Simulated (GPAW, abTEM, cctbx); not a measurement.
# Mg3As: the scripts behind a bonding study

Short scripts, each with its output. The cell comes from substitution in a known structure type and wasn't matched to any measured phase.

## Step 1: Relax the structure

```text
cell
1.0
     4.417000000    0.000000000    0.000000000
     0.000000000    4.417000000    0.000000000
     0.000000000    0.000000000    4.417000000
As Mg
1 3
Direct
0.000000000 0.000000000 0.000000000
0.000000000 0.500000000 0.500000000
0.500000000 0.000000000 0.500000000
0.500000000 0.500000000 0.000000000
```

```python
from ase.constraints import FixSymmetry
from ase.filters import FrechetCellFilter
from ase.io import read, write
from ase.optimize import BFGS
from ase.parallel import parprint
from gpaw import GPAW, PW, FermiDirac

atoms = read("start.vasp")
atoms.set_constraint(FixSymmetry(atoms))
atoms.calc = GPAW(mode=PW(570), xc="PBE", kpts={"size": (4, 4, 4), "gamma": True},
                 occupations=FermiDirac(0.1), maxiter=120, symmetry={"tolerance": 1e-5}, txt="relax.txt")
BFGS(FrechetCellFilter(atoms), maxstep=0.15).run(fmax=0.03, steps=40)
parprint("cell  %.4f %.4f %.4f  %.2f %.2f %.2f" % tuple(atoms.cell.cellpar()))
parprint("volume %.3f A^3, largest force %.3f eV/A, largest stress %.2f GPa" % (atoms.get_volume(), abs(atoms.get_forces()).max(), 160.218 * abs(atoms.get_stress()).max()))
atoms.set_constraint()
write("relaxed.vasp", atoms, direct=True)
```

```console
$ OMP_NUM_THREADS=1 mpirun -n 4 gpaw python run.py > gpaw.log
```

```text
      Step        Energy          fmax
BFGS:    0      -10.331544        0.306138
BFGS:    1      -10.335247        0.287999
BFGS:    2      -10.361870        0.016645
cell  4.3362 4.3362 4.3362  90.00 90.00 90.00
volume 81.534 A^3, largest force 0.000 eV/A, largest stress 0.13 GPa
```

Time: 9.8 s on 4 cores of Arm Neoverse V2 (shared host), peak memory 0.7 GiB.

## Step 2: Build the all-electron density and subtract free atoms

```text
cell
1.0
     4.336240590    0.000000000    0.000000000
     0.000000000    4.336240590    0.000000000
     0.000000000    0.000000000    4.336240590
As Mg
1 3
Direct
0.000000000 0.000000000 0.000000000
0.000000000 0.500000000 0.500000000
0.500000000 0.000000000 0.500000000
0.500000000 0.500000000 0.000000000
```

```python
import numpy as np
from ase.io import read
from ase.units import Bohr
from gpaw import GPAW, PW, FermiDirac
from gpaw.calculator import GPAW as OldGPAW
from gpaw.mpi import serial_comm, world
from scipy.special import erfc
from scipy.spatial import cKDTree

atoms = read("cell.vasp")
atoms.calc = GPAW(mode=PW(450), xc="PBE", kpts={"size": (6, 6, 6), "gamma": True},
                 occupations=FermiDirac(0.1), maxiter=120, symmetry={"tolerance": 1e-5}, txt="scf.txt")
atoms.get_potential_energy()
rho = atoms.calc.get_all_electron_density(gridrefinement=2)
moments = atoms.get_magnetic_moments() if atoms.calc.get_number_of_spins() == 2 else np.zeros(len(atoms))
total = atoms.get_magnetic_moment() if moments.any() else 0.0
if world.rank == 0:
    free = OldGPAW(mode=PW(450), xc="PBE", txt=None, communicator=serial_comm)
    neutral = atoms.copy()
    neutral.set_initial_magnetic_moments(None)
    free.initialize(neutral)
    free.set_positions(neutral)
    drho = rho - free.get_all_electron_density(gridrefinement=2)
    # GPAW starts from confined atoms: exchange their smooth part for that of the datasets' free atoms
    h = np.stack(np.meshgrid(*[np.fft.fftfreq(n, 1 / n) for n in drho.shape], indexing="ij"), -1)
    gabs = np.linalg.norm(h @ atoms.cell.reciprocal(), axis=-1)
    tails = np.fft.fftn(free.get_pseudo_density(gridrefinement=2))
    g, form, v0 = np.linspace(0, gabs.max(), 1500), {}, 0
    for e in set(atoms.symbols):
        idx = atoms.symbols.search(e)
        d = free.setups[idx[0]].data
        r, w = d.rgd.r_g * Bohr, d.rgd.r_g**2 * d.rgd.dr_g
        j0 = np.sinc(2 * g[:, None] * r)
        smooth = sum(f * p**2 for f, p in zip(d.f_j, d.phit_jg)) + np.sqrt(4 * np.pi) * d.nct_g
        full = sum(f * p**2 for f, p in zip(d.f_j, d.phi_jg)) + np.sqrt(4 * np.pi) * d.nc_g
        phase = sum(np.exp(-2j * np.pi * h @ s) for s in atoms.get_scaled_positions()[idx])
        tails -= np.interp(gabs, g, j0 @ (smooth * w)) * phase * drho.size / atoms.get_volume()
        form[e] = j0 @ (full * w)
        v0 += 2 * np.pi / 3 * 14.3996 * (full * w * r**2).sum() * len(idx)  # V A^3
    tails *= 0.5 * erfc((gabs - 1.8) / 0.25)  # the tails differ at long wavelengths alone
    drho += np.fft.ifftn(tails).real  # crystal minus superposed spherical free atoms
    np.save("drho.npy", drho)
    dv = atoms.get_volume() / drho.size
    print("grid", drho.shape, " electrons %.3f" % (rho.sum() * dv), " moved by bonding %.3f e" % (abs(drho).sum() * dv / 2))
    pts = np.indices(drho.shape).reshape(3, -1).T / drho.shape @ atoms.cell
    shifts = (np.indices((3, 3, 3)).reshape(3, -1).T - 1) @ atoms.cell
    images = (atoms.positions[None] + shifts[:, None]).reshape(-1, 3)
    dist, idx = cKDTree(images).query(pts, k=4)
    out = drho.ravel()[dist[:, 0] > 0.5]
    print("deformation density beyond 0.5 A of the nuclei: max %.3f, min %.3f e/A^3" % (out.max(), out.min()))
    tie = dist < dist[:, :1] + 1e-4
    q = -np.bincount((idx % len(atoms))[tie], (drho.ravel()[:, None] / tie.sum(1, keepdims=True) * tie)[tie], len(atoms)) * dv
    print("atom        x       y       z   Voronoi charge  moment")
    for a, s, c, m in zip(atoms, atoms.get_scaled_positions(), q, moments):
        print("%-2s%-3d %7.4f %7.4f %7.4f %10.3f %10.2f" % (a.symbol, a.index + 1, *s, c, m))
    np.savez("free.npz", g=g, **form)
    print("mean inner potential of superposed free atoms %.3f V" % (v0 / atoms.get_volume()))
    print("total magnetic moment %.3f muB" % total)
```

```console
$ OMP_NUM_THREADS=1 mpirun -n 4 gpaw python run.py > gpaw.log
```

```text
grid (48, 48, 48)  electrons 69.000  moved by bonding 0.579 e
deformation density beyond 0.5 A of the nuclei: max 0.036, min -0.039 e/A^3
atom        x       y       z   Voronoi charge  moment
As1    0.0000  0.0000  0.0000     -0.288       0.00
Mg2    0.0000  0.5000  0.5000      0.096       0.00
Mg3    0.5000  0.0000  0.5000      0.096       0.00
Mg4    0.5000  0.5000  0.0000      0.096       0.00
mean inner potential of superposed free atoms 13.071 V
total magnetic moment 0.000 muB
```

Time: 6.6 s.

## Step 3: Fourier-transform the difference

```python
from cctbx import adptbx, crystal, miller, xray
from cctbx.eltbx import tiny_pse
import numpy as np

cs = crystal.symmetry(unit_cell=(4.3362, 4.3362, 4.3362, 90, 90, 90), space_group_symbol='Hall: -P 4 2 3')  # Pm-3m
atoms = [  # label, site, U (iso, or U11 U22 U33 U12 U13 U23 in A^2), occupancy
    ("As1", (0, 0, 0), 0.0000, 1),
    ("Mg1", (0, 0.5, 0.5), 0.0000, 1),
]
xs = xray.structure(crystal_symmetry=cs)
for label, site, u, occ in atoms:
    u = adptbx.u_cif_as_u_star(cs.unit_cell(), u) if isinstance(u, tuple) else u
    xs.add_scatterer(xray.scatterer(label, site=site, u=u, occupancy=occ))
xs.scattering_type_registry(table="wk1995")
drho = np.load("drho.npy")
T = np.array([[1, 0, 0], [0, 1, 0], [0, 0, 1]])  # conventional axes in terms of the primitive ones
dF = np.fft.ifftn(drho) * 81.53426  # electrons a conventional cell, indexed by primitive hkl
ms = miller.build_set(cs, anomalous_flag=False, d_min=0.9).sort("resolution")
iam = ms.structure_factors_from_scatterers(xs, algorithm="direct").f_calc()
p1 = xs.expand_to_p1()
z = np.array([tiny_pse.table(sc.scattering_type).atomic_number() for sc in p1.scatterers()])
x = np.array(p1.sites_frac())
free = np.load("free.npz")
print("static structure factors of the conventional cell: F in electrons, V (Mott-Bethe) in volts")
print("   h  k  l      d  |F| table  |F| free   |F| DFT   change   |V| free  |V| DFT  change %")
for h, d, table in list(zip(ms.indices(), ms.d_spacings().data(), iam.data()))[:16]:
    df = dF[tuple(np.rint(np.linalg.solve(T, h)).astype(int))]
    phase = np.exp(2j * np.pi * x @ h)
    f = sum(np.interp(1 / d, free["g"], free[sc.scattering_type]) * p for sc, p in zip(p1.scatterers(), phase))
    fz = (z * phase).sum()
    c = 14.3996 * d * d / (np.pi * cs.unit_cell().volume())
    v0, v1 = abs(fz - f) * c, abs(fz - f - df) * c
    print("%4d%3d%3d %7.4f %9.3f %9.3f %9.3f %8.3f %9.3f %8.3f %8s" % (h + (d, abs(table), abs(f), abs(f + df), abs(f + df) - abs(f), v0, v1, "%.1f" % (100 * (v1 / v0 - 1)) if v0 > 0.02 else "-")))
```

```console
$ python run.py
```

```text
static structure factors of the conventional cell: F in electrons, V (Mott-Bethe) in volts
   h  k  l      d  |F| table  |F| free   |F| DFT   change   |V| free  |V| DFT  change %
   0  1  0  4.3362    19.675    19.641    19.752    0.110     1.436    1.320     -8.1
   0  1  1  3.0662    18.451    18.463    18.679    0.216     1.341    1.227     -8.5
   1  1  1  2.5035    52.458    52.444    52.217   -0.227     5.833    5.913      1.4
   0  2  0  2.1681    50.056    49.989    49.779   -0.210     5.024    5.079      1.1
   0  2  1  1.9392    16.147    16.141    16.056   -0.086     1.027    1.045      1.8
   1  2  1  1.7702    15.639    15.619    15.550   -0.069     0.948    0.960      1.3
   0  2  2  1.5331    43.265    43.122    43.180    0.058     3.419    3.412     -0.2
   1  2  2  1.4454    14.445    14.413    14.400   -0.014     0.774    0.775      0.2
   0  3  0  1.4454    14.445    14.413    14.386   -0.027     0.774    0.777      0.4
   0  3  1  1.3712    14.117    14.087    14.064   -0.023     0.731    0.733      0.3
   1  3  1  1.3074    39.463    39.326    39.379    0.053     2.852    2.846     -0.2
   2  2  2  1.2518    38.341    38.210    38.273    0.063     2.712    2.707     -0.2
   0  3  2  1.2026    13.263    13.239    13.239   -0.000     0.631    0.631      0.0
   1  3  2  1.1589    13.010    12.988    12.990    0.002     0.605    0.605     -0.0
   0  4  0  1.0840    34.410    34.304    34.325    0.021     2.292    2.291     -0.1
   2  3  2  1.0517    12.323    12.298    12.310    0.012     0.541    0.540     -0.1
```

Time: 0.22 s on 1 core of Arm Neoverse V2 (shared host), peak memory 0.08 GiB.

## Step 4: Scan a probe

```python
import abtem
import numpy as np
from ase.build import make_supercell
from ase.io import read

abtem.config.set({"dask.lazy": False, "fft": "fftw", "diagnostics.progress_bar": False})
M = [[0, -1, 0], [1, 0, 0], [0, 0, 1]]  # rows: x, y and beam direction in the primitive cell's axes
unit = make_supercell(read("cell.vasp"), M)
unit.set_cell(list(unit.cell.lengths()) + [90, 90, 90], scale_atoms=True)
unit.positions[:, 2] += 0.5420  # keeps atomic planes off the slice boundaries
unit.wrap()
slab = unit * (3, 3, 4)
print(slab.get_chemical_formula(), "| box %.2f x %.2f x %.2f A" % tuple(slab.cell.lengths()))

# change of the potential by bonding, from the DFT deformation density (Poisson's equation term by term)
drho = np.load("drho.npy")
prim = read("cell.vasp")
h = np.stack(np.meshgrid(*[np.fft.fftfreq(n, 1 / n) for n in drho.shape], indexing="ij"), -1).reshape(-1, 3).astype(int)
g2 = ((h @ prim.cell.reciprocal()) ** 2).sum(1)
keep = (g2 > 0) & (g2 < 2.5**2)
shape = (37, 37, 28)
vg = np.zeros(shape, complex)
hm = h[keep] @ np.array(M).T
move = np.exp(-2j * np.pi * hm[:, 2] * (0.5420 / unit.cell[2, 2] - 0.5 / shape[2]))  # the same shift, sampled at mid-points
vg[tuple(hm.T % np.array(shape)[:, None])] = -14.3996 / np.pi * (np.fft.fftn(drho).ravel() / drho.size)[keep] / g2[keep] * move
dV = np.fft.ifftn(vg).real * vg.size
dV = dV.reshape(37, 37, 4, 7).mean(3) * unit.cell[2, 2] / 4  # V A, projected in each slice
dV = np.tile(dV.transpose(2, 0, 1), (4, 3, 3))


def build(atoms):
    p = abtem.Potential(atoms, gpts=(111, 111), slice_thickness=[slab.cell[2, 2] / 16] * 16,
                        parametrization="lobato", projection="infinite", exit_planes=8).build()
    p.array[:] += BONDING * dV
    return p


def potentials():
    yield build(slab)  # atoms at rest


for label, BONDING in (("IAM", 0.0), ("DFT", 1.0)):
    print("=====", label)
    potential = build(slab)
    print("grid", potential.gpts, "slices", potential.num_slices)
    thickness = potential.exit_thicknesses
    probe = abtem.Probe(energy=200000, semiangle_cutoff=21)
    probe.grid.match(potential)
    print("wavelength %.5f A, largest angle on the grid %.0f mrad" % (probe.wavelength, min(probe.cutoff_angles)))
    detectors = {"ABF": (10, 21), "BF": (0, 10), "LAADF": (25, 67)}  # mrad
    columns = [  # name, x, y (A)
        ("As", 0.000, 0.000),
        ("Mg", 2.168, 0.000),
        ("void", 1.084, 1.084),
    ]
    scan = abtem.GridScan(start=(0.0000, 0.0000), end=(4.3362, 4.3362), gpts=(15, 15), endpoint=False)
    dets = [abtem.AnnularDetector(*v) for v in detectors.values()] + [abtem.PixelatedDetector(max_angle=32)]
    runs = [probe.scan(p, scan=scan, detectors=dets, max_batch=32) for p in potentials()]
    out = [sum(x[1:], x[0]) / len(x) for x in zip(*runs)]
    images = dict(zip(detectors, out))
    images["iCOM"] = out[-1].center_of_mass().integrate_gradient()
    np.save(label + "_pacbed.npy", out[-1].array.mean(axis=(1, 2)))
    print("PACBED pixel %.3f x %.3f mrad" % out[-1].angular_sampling)
    for name, im in images.items():
        im = im.interpolate(sampling=0.1, boundary="periodic").gaussian_filter(0.25)
        np.save(label + "_" + name + ".npy", im.array)
        print(name, "signal at the columns" + (", fraction of the beam" if name in detectors else ""))
        print("  t (A)     mean" + "".join("%10s" % c[0][:9] for c in columns))
        for t, a in list(zip(thickness, im.array))[1:]:
            at = [a[round((x - 0.0000) / im.sampling[0]) % a.shape[0], round((y - 0.0000) / im.sampling[1]) % a.shape[1]] for _, x, y in columns]
            print("%7.1f %8.5f" % (t, a.mean()) + "".join("%10.5f" % v for v in at))
```

```console
$ python run.py
```

```text
As36Mg108 | box 13.01 x 13.01 x 17.34 A
===== IAM
grid (111, 111) slices 16
wavelength 0.02508 A, largest angle on the grid 71 mrad
PACBED pixel 1.928 x 1.928 mrad
ABF signal at the columns, fraction of the beam
  t (A)     mean        As        Mg      void
    8.7  0.74179   0.68439   0.73305   0.74575
   17.3  0.73099   0.55883   0.70056   0.74378
BF signal at the columns, fraction of the beam
  t (A)     mean        As        Mg      void
    8.7  0.24525   0.22770   0.24737   0.24652
   17.3  0.24261   0.20100   0.25339   0.24546
LAADF signal at the columns, fraction of the beam
  t (A)     mean        As        Mg      void
    8.7  0.00464   0.05680   0.01020   0.00088
   17.3  0.01307   0.14592   0.02865   0.00274
iCOM signal at the columns
  t (A)     mean        As        Mg      void
    8.7  0.01336   0.04637   0.02496   0.00727
   17.3  0.01336   0.07791   0.03663   0.00127
===== DFT
grid (111, 111) slices 16
wavelength 0.02508 A, largest angle on the grid 71 mrad
PACBED pixel 1.928 x 1.928 mrad
ABF signal at the columns, fraction of the beam
  t (A)     mean        As        Mg      void
    8.7  0.74178   0.68452   0.73286   0.74577
   17.3  0.73094   0.55923   0.69983   0.74385
BF signal at the columns, fraction of the beam
  t (A)     mean        As        Mg      void
    8.7  0.24525   0.22768   0.24744   0.24649
   17.3  0.24261   0.20093   0.25370   0.24534
LAADF signal at the columns, fraction of the beam
  t (A)     mean        As        Mg      void
    8.7  0.00465   0.05680   0.01026   0.00089
   17.3  0.01311   0.14593   0.02886   0.00276
iCOM signal at the columns
  t (A)     mean        As        Mg      void
    8.7  0.01359   0.04609   0.02560   0.00737
   17.3  0.01359   0.07713   0.03768   0.00125
```

Time: 8.2 s.

[Outputs are excerpts: Python notices, other lines and further rows are left out; steps that failed or that the build refused (PBEsol, TPSS) are not shown.]

[Logs are printed without paths, hosts, clocks, repeated set-up lines and the standing remarks that a program may print on its own settings, such as how far it seeks lower states.]
